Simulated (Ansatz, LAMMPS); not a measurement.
# Structural relaxation of amorphous carbon (106 atoms), part 2 of 2

Aim: bring amorphous carbon (106 atoms) to a nearby minimum of the energy and see what moves.

Ansatz 0.2.0; Kohn-Sham DFT, PBE, PAW (set soft_2), plane waves.

The cell: 106 C. The quench rate of 500 K/ps far exceeds what a furnace or splat quench reaches. The starting topology of bonds comes from the classical model. Sampling is at Γ alone, for a cell whose shortest periodic width is 11 Å.

So far. Step 4 (Relaxation): The relaxation changed the energy by -195 meV/atom, and atoms moved by 0.44 Å r.m.s., 2.5 Å at most.

## (6) Single point at the relaxed geometry

The electronic structure is read at the final geometry, in a run of its own.

input.yaml

```yaml
crystal:
  lattice:
    - [10.737, 0.0, 0.0]
    - [0.0, 10.737, 0.0]
    - [0.0, 0.0, 10.737]
  atoms:
    - { symbol: C, position: [0.67814, 0.95278, 0.70536] }
    - { symbol: C, position: [0.97958, 0.33941, 0.38345] }
    - { symbol: C, position: [0.72735, 0.09773, 0.5173] }
    - { symbol: C, position: [0.54326, 0.8086, 0.00904] }
    - { symbol: C, position: [0.99907, 0.95834, 0.31497] }
    - { symbol: C, position: [0.26325, 0.46215, 0.17038] }
    - { symbol: C, position: [0.20198, 0.21535, 0.80742] }
    - { symbol: C, position: [0.64012, 0.89313, 0.95878] }
    - { symbol: C, position: [0.17211, 0.08082, 0.37767] }
    - { symbol: C, position: [0.49679, 0.45189, 0.60858] }
    - { symbol: C, position: [0.7007, 0.63224, 0.36469] }
    - { symbol: C, position: [0.94753, 0.67142, 0.18195] }
    - { symbol: C, position: [0.6291, 0.91153, 0.17497] }
    - { symbol: C, position: [0.89454, 0.73238, 0.59747] }
    - { symbol: C, position: [0.86731, 0.62074, 0.50686] }
    - { symbol: C, position: [0.0651, 0.20676, 0.8091] }
    - { symbol: C, position: [0.37354, 0.20187, 0.46484] }
    - { symbol: C, position: [0.38396, 0.81783, 0.32337] }
    - { symbol: C, position: [0.97855, 0.29125, 0.8892] }
    - { symbol: C, position: [0.86441, 0.23184, 0.63331] }
    - { symbol: C, position: [0.38475, 0.99184, 0.48162] }
    - { symbol: C, position: [0.23217, 0.81499, 0.48554] }
    - { symbol: C, position: [0.80823, 0.02436, 0.09177] }
    - { symbol: C, position: [0.21279, 0.40732, 0.67722] }
    - { symbol: C, position: [0.74636, 0.56082, 0.56681] }
    - { symbol: C, position: [0.66276, 0.30548, 0.2112] }
    - { symbol: C, position: [0.07273, 0.29467, 0.26898] }
    - { symbol: C, position: [0.62512, 0.40098, 0.42902] }
    - { symbol: C, position: [0.11109, 0.86343, 0.48161] }
    - { symbol: C, position: [0.17364, 0.78406, 0.70801] }
    - { symbol: C, position: [0.01145, 0.09552, 0.75569] }
    - { symbol: C, position: [0.33127, 0.88438, 0.42601] }
    - { symbol: C, position: [0.1875, 0.52973, 0.64396] }
    - { symbol: C, position: [0.94626, 0.625, 0.07251] }
    - { symbol: C, position: [0.69658, 0.88218, 0.83017] }
    - { symbol: C, position: [0.87175, 0.94796, 0.55157] }
    - { symbol: C, position: [0.83611, 0.296, 0.39882] }
    - { symbol: C, position: [0.09421, 0.98556, 0.75035] }
    - { symbol: C, position: [0.50975, 0.65906, 0.24214] }
    - { symbol: C, position: [0.21576, 0.66463, 0.63809] }
    - { symbol: C, position: [0.56605, 0.48498, 0.84694] }
    - { symbol: C, position: [0.70962, 0.3292, 0.33253] }
    - { symbol: C, position: [0.83449, 0.45722, 0.61851] }
    - { symbol: C, position: [0.63923, 0.3907, 0.91335] }
    - { symbol: C, position: [0.56902, 0.2929, 0.97854] }
    - { symbol: C, position: [0.51075, 0.86264, 0.12882] }
    - { symbol: C, position: [0.92669, 0.49317, 0.54052] }
    - { symbol: C, position: [0.79035, 0.02409, 0.64321] }
    - { symbol: C, position: [0.02563, 0.4124, 0.4867] }
    - { symbol: C, position: [0.80255, 0.55538, 0.89497] }
    - { symbol: C, position: [0.98291, 0.84775, 0.57869] }
    - { symbol: C, position: [0.9073, 0.85797, 0.31355] }
    - { symbol: C, position: [0.69656, 0.95766, 0.06695] }
    - { symbol: C, position: [0.16138, 0.38481, 0.19183] }
    - { symbol: C, position: [0.64614, 0.54056, 0.46244] }
    - { symbol: C, position: [0.82762, 0.65297, 0.37744] }
    - { symbol: C, position: [0.69431, 0.66201, 0.64137] }
    - { symbol: C, position: [0.28922, 0.69831, 0.53459] }
    - { symbol: C, position: [0.27705, 0.10387, 0.83923] }
    - { symbol: C, position: [0.57182, 0.92363, 0.63298] }
    - { symbol: C, position: [0.49785, 0.22171, 0.49579] }
    - { symbol: C, position: [0.81137, 0.21919, 0.5079] }
    - { symbol: C, position: [0.85389, 0.34498, 0.69901] }
    - { symbol: C, position: [0.53593, 0.35534, 0.51057] }
    - { symbol: C, position: [0.50362, 0.80283, 0.67454] }
    - { symbol: C, position: [0.44985, 0.25358, 0.90579] }
    - { symbol: C, position: [0.0695, 0.86575, 0.69313] }
    - { symbol: C, position: [0.39543, 0.82626, 0.73235] }
    - { symbol: C, position: [0.13066, 0.43318, 0.57242] }
    - { symbol: C, position: [0.77091, 0.42373, 0.89833] }
    - { symbol: C, position: [0.67495, 0.844, 0.27834] }
    - { symbol: C, position: [0.63125, 0.71495, 0.28607] }
    - { symbol: C, position: [0.29858, 0.1019, 0.44227] }
    - { symbol: C, position: [0.51257, 0.00362, 0.53293] }
    - { symbol: C, position: [0.40606, 0.33378, 0.80047] }
    - { symbol: C, position: [0.612, 0.28357, 0.10467] }
    - { symbol: C, position: [0.78565, 0.89793, 0.34532] }
    - { symbol: C, position: [0.41903, 0.85822, 0.21077] }
    [... 22 atom lines left out ...]
    - { symbol: C, position: [0.0625, 0.32995, 0.12325] }
    - { symbol: C, position: [0.09166, 0.1547, 0.29072] }
    - { symbol: C, position: [0.0091, 0.3099, 0.01341] }
    - { symbol: C, position: [0.3525, 0.53404, 0.13862] }
    - { symbol: C, position: [0.90858, 0.72494, 0.28814] }
    - { symbol: C, position: [0.388, 0.13894, 0.90198] }
kpoints:
  mp_grid: { grid: [1, 1, 1] }
hamiltonian:
  xc: pbe
scf:
  occupations: { method: gaussian, width: 0.05 }
output:
  forces: true
  stress: true
  populations: true
  dos:
    method: { smearing: { sigma: 0.1 } }
    de: 0.1
    projected: { site_lists: { C: [C] } }
  eigenvalues: true
  write_density: true
  write_potential: true
  volumetric_format: npy
  elf: true
```

The run is started by

```
> ansatz run input.yaml --threads 4 --pin off --max-ram 8192MiB --backend cpu --events-out ev --progress --plain --runs-dir out
```

The job ended after 21 s (4 threads of Arm Neoverse V2, shared host; peak memory 1.3 GiB; 79 s of CPU time).

The program notes that the exchange-correlation potential is rough where the density is thin.

Numbers from this run:

```yaml
free_energy: -26503.0028 eV
free_energy_per_atom: -250.0283 eV/atom
scf_cycles: 18
pressure: -10.51 GPa
r_m_s_force_component: 0.00389 eV/Å
longest_force: 0.02364 eV/Å
fermi_energy: 4.061 eV
spacing_of_highest_filled_and_lowest_empty_level: 0.2239 eV
spilling_of_the_projection: 0.009878
```

The mean of these charges, 0.040 e, is only the charge that the projection spills.

Löwdin charges by element and coordination (they lack the spilled electrons, 0.040 e an atom on average):

| element | coordination | atoms | mean charge (e) | spread | least | most |
| --- | --- | --- | --- | --- | --- | --- |
| C | all | 106 | 0.0395 | 0.0374 | -0.0757 | 0.165 |
| C | 2 | 14 | 0.0426 | 0.0489 | -0.0757 | 0.133 |
| C | 3 | 84 | 0.0375 | 0.0362 | -0.0498 | 0.165 |
| C | 4 | 8 | 0.0553 | 0.0152 | 0.0322 | 0.079 |

States in the cell by windows of 1 eV, zero at the Fermi level; the larger projections on atomic orbitals stand beside the total:

| from (eV) | to (eV) | total | C p | C s |
| --- | --- | --- | --- | --- |
| -14 | -13 | 14.4 | 7.3 | 6.9 |
| -13 | -12 | 16.7 | 9.5 | 7.0 |
| -12 | -11 | 18.0 | 11.6 | 6.2 |
| -11 | -10 | 20.1 | 14.5 | 5.3 |
| -10 | -9 | 22.6 | 18.2 | 4.1 |
| -9 | -8 | 21.3 | 18.5 | 2.6 |
| -8 | -7 | 31.1 | 28.1 | 2.6 |
| -7 | -6 | 36.3 | 33.8 | 2.2 |
| -6 | -5 | 35.2 | 33.4 | 1.6 |
| -5 | -4 | 27.3 | 26.1 | 1.1 |
| -4 | -3 | 25.2 | 24.2 | 0.9 |
| -3 | -2 | 24.5 | 23.6 | 0.8 |
| -2 | -1 | 22.6 | 21.8 | 0.7 |
| -1 | 0 | 20.2 | 19.1 | 1.0 |
| 0 | 1 | 19.8 | 18.6 | 0.9 |
| 1 | 2 | 20.2 | 18.7 | 1.0 |
| 2 | 3 | 18.0 | 16.2 | 1.1 |
| 3 | 4 | 20.3 | 17.6 | 1.7 |
| 4 | 5 | 22.7 | 17.3 | 2.3 |

Between -20 and -14 eV lie 89 more states.

The levels nearest the highest filled one (over half full), pooled over k-points and spins:

| level less the highest filled one (eV) | occupation |
| --- | --- |
| -0.464 | 2 |
| -0.355 | 2 |
| -0.230 | 2 |
| -0.148 | 2 |
| -0.123 | 2 |
| 0 | 2.00 |
| 0.224 | 0.002 |
| 0.266 | 0 |
| 0.345 | 0 |
| 0.411 | 0 |
| 0.541 | 0 |
| 0.656 | 0 |

Electrostatic potential energy in the bc plane at fractional x = 0.504, with atoms of C within 0.2 Å of it. With pseudopotentials it is smooth inside the atoms' cores, unlike the true potential.

Values in eV, 13 rows by 16 columns, each cell a mean:
```
  9   9   8   0 -10   0   6   6   6   3 -18 -16  -3  -5   6   9
  9   9   8  -1  -8   3   4  -3  -1   4   5   7   8   8   8   9
  9   9   9   7   6   3 -12 -18   1   6   8   8   7   7   8   9
  8   9   9   8   8   4 -28 -33   3   7   6   4 -19 -19   4   6
  5   8   8   8   8   6 -13 -36  -4   3  -1  -5 -29 -29  -4  -1
-32   0   3  -8  -1  -9 -18 -32 -19 -43  -9   3   5   5   3 -19
-27  -2  -8 -49 -25 -30 -17   4  -4 -21  -1   6   8   8   6 -14
  7   7   5  -2   3   5   6   7   7   6   4   5   7   8   8   7
  9   9   9   9   9   9   9   8   8   6  -1   0   5   7   8   8
  9   9   9   9   9   9   9   9   8  -3 -44 -21   4   4   5   8
  9   9   9   9   9   9   9   9   7  -4 -23  -6   4 -17 -14   5
  9   9   9   8   7   7   9   9   6 -13 -14   3   1 -35 -30   4
  9   9   9   6   2   4   8   8   7   2 -29 -27 -17 -22   2   8
```
Columns run along b (10.7 Å; values clipped at the 3rd and 97th percentile), rows up along c (10.7 Å). Atoms in or near the plane, at fractional coordinates: C at (0.45, 0.61), C at (0.66, 0.24), C at (0.86, 0.13), C at (0.22, 0.50), C at (0.80, 0.67), C at (0.00, 0.53), C at (0.58, 0.55), C at (0.68, 0.00), C at (0.43, 0.74).

ELF in the bc plane at fractional x = 0.504, with atoms of C within 0.2 Å of it. It is the smooth field of the valence electrons, not physical close to the nuclei.

Values, 13 rows by 16 columns, each cell a mean:
```
0.06 0.32 0.23 0.53 0.87 0.58 0.13 0.19 0.15 0.38 0.68 0.61 0.73 0.65 0.45 0.10
0.09 0.44 0.50 0.63 0.61 0.22 0.14 0.59 0.55 0.43 0.61 0.29 0.11 0.12 0.09 0.03
0.02 0.09 0.20 0.31 0.36 0.42 0.48 0.77 0.61 0.17 0.11 0.07 0.31 0.43 0.14 0.02
0.13 0.01 0.01 0.03 0.16 0.51 0.56 0.57 0.33 0.07 0.30 0.47 0.56 0.60 0.39 0.26
0.42 0.19 0.12 0.15 0.06 0.16 0.59 0.55 0.52 0.42 0.68 0.71 0.57 0.56 0.66 0.62
0.48 0.61 0.50 0.61 0.61 0.59 0.82 0.52 0.81 0.42 0.67 0.33 0.33 0.31 0.40 0.66
0.51 0.49 0.59 0.33 0.73 0.62 0.64 0.25 0.38 0.56 0.46 0.15 0.04 0.02 0.23 0.62
0.30 0.13 0.35 0.59 0.43 0.41 0.68 0.23 0.06 0.12 0.24 0.41 0.16 0.04 0.05 0.30
0.02 0.01 0.04 0.11 0.04 0.05 0.20 0.08 0.04 0.27 0.58 0.48 0.15 0.17 0.10 0.02
0.02 0.00 0.00 0.04 0.11 0.08 0.01 0.01 0.22 0.65 0.41 0.48 0.15 0.30 0.22 0.08
0.08 0.01 0.04 0.31 0.49 0.33 0.04 0.05 0.42 0.79 0.76 0.50 0.35 0.66 0.53 0.35
0.06 0.00 0.04 0.25 0.40 0.32 0.06 0.07 0.51 0.70 0.68 0.27 0.37 0.57 0.50 0.43
0.01 0.03 0.02 0.17 0.49 0.52 0.17 0.02 0.10 0.50 0.64 0.55 0.65 0.72 0.56 0.11
```
Columns run along b (10.7 Å), rows up along c (10.7 Å). Atoms in or near the plane, at fractional coordinates: C at (0.45, 0.61), C at (0.66, 0.24), C at (0.86, 0.13), C at (0.22, 0.50), C at (0.80, 0.67), C at (0.00, 0.53), C at (0.58, 0.55), C at (0.68, 0.00), C at (0.43, 0.74).

Löwdin charges run from -0.08 to +0.17 e, about a mean that is the spilled charge alone. Within 0.4 eV of the Fermi level the largest share is C p (95 % of the projected weight).

The surroundings of C24, whose charge lies farthest from its element's mean, nearest first, numbered as they follow in the input and with coordinates relative to it.

| atom | x | y | z | distance (Å) | bonds | Löwdin charge (e) |
| --- | --- | --- | --- | --- | --- | --- |
| C24 | 0.00 | 0.00 | 0.00 | 0.00 | 3 | 0.17 |
| C33 | -0.27 | 1.31 | -0.36 | 1.39 | 3 | 0.16 |
| C69 | -0.88 | 0.28 | -1.13 | 1.46 | 3 | 0.15 |
| C79 | 0.67 | -0.94 | 0.93 | 1.48 | 3 | -0.01 |
| C7 | -0.12 | -2.06 | 1.40 | 2.49 | 3 | 0.06 |
| C75 | 2.08 | -0.79 | 1.32 | 2.58 | 3 | 0.04 |
| C40 | 0.03 | 2.76 | -0.42 | 2.79 | 3 | -0.03 |
| C49 | -2.01 | 0.05 | -2.05 | 2.87 | 3 | -0.05 |
| C16 | -1.59 | -2.15 | 1.42 | 3.03 | 3 | 0.01 |
| C98 | 2.94 | 0.25 | 0.71 | 3.03 | 3 | 0.01 |

The column of bonds counts only the pairs C-C within 1.85 Å; other neighbours, such as metal atoms beside each other in a compound, aren't counted, and periodic images can show an atom twice.

## (7) A run with a doubtful setting

A doubtful change is made on purpose, to see how the program answers.

This step: Kohn-Sham DFT, PBE, PAW (set soft_2), localised support functions (medium) (Ansatz 0.2.0).

input.yaml

```yaml
crystal:
  lattice:
    - [10.737, 0.0, 0.0]
    - [0.0, 10.737, 0.0]
    - [0.0, 0.0, 10.737]
  atoms:
    [... the 106 atom lines of step 3 ...]
kpoints:
  mp_grid: { grid: [1, 1, 1] }
hamiltonian:
  xc: pbe
scf:
  occupations: { method: gaussian, width: 0.05 }
  eigensolver: { kind: { support_functions: { accuracy: medium, spacing: 0.45 } } }
  max_iter: 60
output:
  forces: true
```

Elapsed: 71 s, on 4 threads; peak memory 1.7 GiB; 4.4 min of CPU time.

The program notes that the band table was not solved further than the SCF left it, the forces don't sum to zero within tolerance, the grid leaves an egg-box force and it switched symmetry off.

The SCF closed, but on a changed input, so its numbers are not taken as the system's.

The fault in the input: a grid far too coarse (support_functions.accuracy = "medium" and support_functions.spacing = 0.45). The fix is to leave the spacing at the level's default.

How far it lies from the reference, the single point at the start:

```
r.m.s. difference of force components : 2164 meV/Å
longest difference of force vectors   : 5545 meV/Å
force difference over r.m.s. force    : 179.1 %
energy difference                     : 499.5 meV/atom
```

## (8) Outcome

```
energy change in the relaxation                  : -195 meV/atom
r.m.s. displacement                              : 0.438 Å
largest displacement                             : 2.501 Å
free energy per atom                             : -250.0283 eV/atom
pressure                                         : -10.51 GPa
r.m.s. force component                           : 0.00389 eV/Å
gap (highest filled to lowest empty level) : 0.2239 eV
wall time of the 4 DFT runs                      : 7.3 min
```

Relaxation lowers the energy by 195 meV/atom and moves atoms by 0.44 Å r.m.s.; the r.m.s. force component goes from 1.2 to 0.0039 eV/Å, the pressure goes from -14 to -11 GPa. By the final cutoffs 1 of 149 bonded pairs parted and 8 joined. First to last step the energy falls by 20.666 eV; the largest move, 2.50 Å, is that of C67. The C-C bonds go from 1.472 Å (spread 0.062) to 1.475 Å (spread 0.083), and their number from 149 to 156. With the cutoffs above, 79 % of C atoms have 3 bonded neighbours. Read as hybridisation, 8 % of the carbon is sp3 and 79 % sp2. The highest filled and lowest empty levels differ by 0.224 eV (at Γ alone); a semilocal functional tends to put such gaps too low. In a disordered cell it changes from sample to sample, and tail or defect levels can set it.

What to keep in mind: The network of bonds at the start is that of the classical potential that made the cell; in DFT 1 of its 149 bonded pairs passed out of the cutoffs and 8 came within them. The stress is far from hydrostatic: its diagonal is -14.7, -7.0, -9.9 GPa, compression counted positive. The pressure of -11 GPa says that the cell would shrink at this level of theory.

[Logs are printed without paths, hosts, clocks, repeated set-up lines and the standing remarks that a program may print on its own settings, such as how far it seeks lower states.]

[Hosts, paths, dates, database ids (printed as entryN), source tags and the programs' standing remarks are cut or masked in the printed files.]
